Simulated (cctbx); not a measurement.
# What is wrong with this refinement?

Cell a = 9.3940 Å, b = 3.3300 Å, c = 7.9120 Å, α = 90.00°, β = 118.97°, γ = 90.00°; space group C2/m (no. 12).

The data are simulated with cctbx, not measured: synchrotron X-rays, λ = 0.7749 Å, to d = 0.7 Å, 70 % of the full sphere, strongest reflection 5000 counts, noise from counting, a 1.5 % proportional error and a noise floor of 15 counts (s.d.); no absorption, and some extinction, which the refinements don't model.

An anisotropic refinement with weights 1/σ² prints:

```text
Rint 0.030, 373 unique reflections to 0.70 A
cycle     R1     wR2    GooF  max shift (A)
   1  0.1216  0.2386   7.044   0.00387
   2  0.1208  0.2337   6.899   0.00000
final R1 0.1208 wR2 0.2337 GooF 6.899  parameters 12  data/parameter 31.1
atom        x        y        z      Ueq    occ   su(xyz)  su(Uiso or U11)
W1     0.35003  0.50000  0.79541   0.0057  1.000  0.00036  0.0009
As1    0.14396  0.00000  0.53091   0.0089  1.000  0.00086  0.0026
difference map: max 57.40 min -5.17 rms 2.59
Q1    0.1094  0.5000  0.8966    4   59.13  2.73 A from W1
Q2    0.1508  0.0000  0.2156    4    8.05  0.08 A from W1
Q3    0.2085  0.5000  0.0331    4    3.84  2.37 A from W1
Q4    0.0056  0.5000  0.2417    4    3.76  2.25 A from W1
Q5    0.1734  0.5000  0.8202    4    3.41  1.76 A from W1
Q6    0.0429  0.1405  0.1287    8    3.12  1.00 A from W1
```

**Question.** Can this result stand? If not, what is the likely fault?

Mend it. The fault: an atom left out, Si at (0.1099, 1/2, 0.8969). Against the right model at the same level, R1 goes from 0.0162 to 0.1208 and GooF from 0.99 to 6.90 and the top difference peak, 59.1 e/Å³, lies 2.73 Å from W1. Q1 is the missing atom. With scattering power missing, scale and phases suffer, so peaks may also grow on the heavy atoms.

The compound is SiAsW. The right model at the same level gives:

```text
Rint 0.030, 373 unique reflections to 0.70 A
cycle     R1     wR2    GooF  max shift (A)
   1  0.0290  0.0622   1.852   0.00254
   2  0.0162  0.0331   0.986   0.00000
final R1 0.0162 wR2 0.0331 GooF 0.986  parameters 18  data/parameter 20.7
atom        x        y        z      Ueq    occ   su(xyz)  su(Uiso or U11)
W1     0.34989  0.50000  0.79533   0.0061  1.000  0.00005  0.0001
As1    0.14360  0.00000  0.53081   0.0099  1.000  0.00012  0.0004
Si1    0.10983  0.50000  0.89688   0.0081  1.000  0.00033  0.0009
difference map: max 2.34 min -2.46 rms 0.59
Q1    0.2060  0.5000  0.0693    4    2.35  1.22 A from Si1
Q2    0.0095  0.0000  0.1781    4    2.07  1.23 A from W1
Q3    0.0376  0.5000  0.2653    4    2.01  1.36 A from Si1
Q4    0.0166  0.0000  0.3759    4    1.94  1.23 A from As1
Q5    0.1952  0.0000  0.9206    4    1.72  1.70 A from Si1
Q6    0.1086  0.2867  0.0668    8    1.65  1.36 A from W1
```

Isotropic U is held between 0.0001 and 1 Å² by the program, and listed peak heights are interpolated, so they can pass the grid's maximum.

The model is made up (kin elements in a known structure type, no relaxation), so it says nothing on whether the phase exists.

[Middle refinement cycles are left out of these outputs.]

[Logs are printed without paths, hosts, clocks, repeated set-up lines and the standing remarks that a program may print on its own settings, such as how far it seeks lower states.]
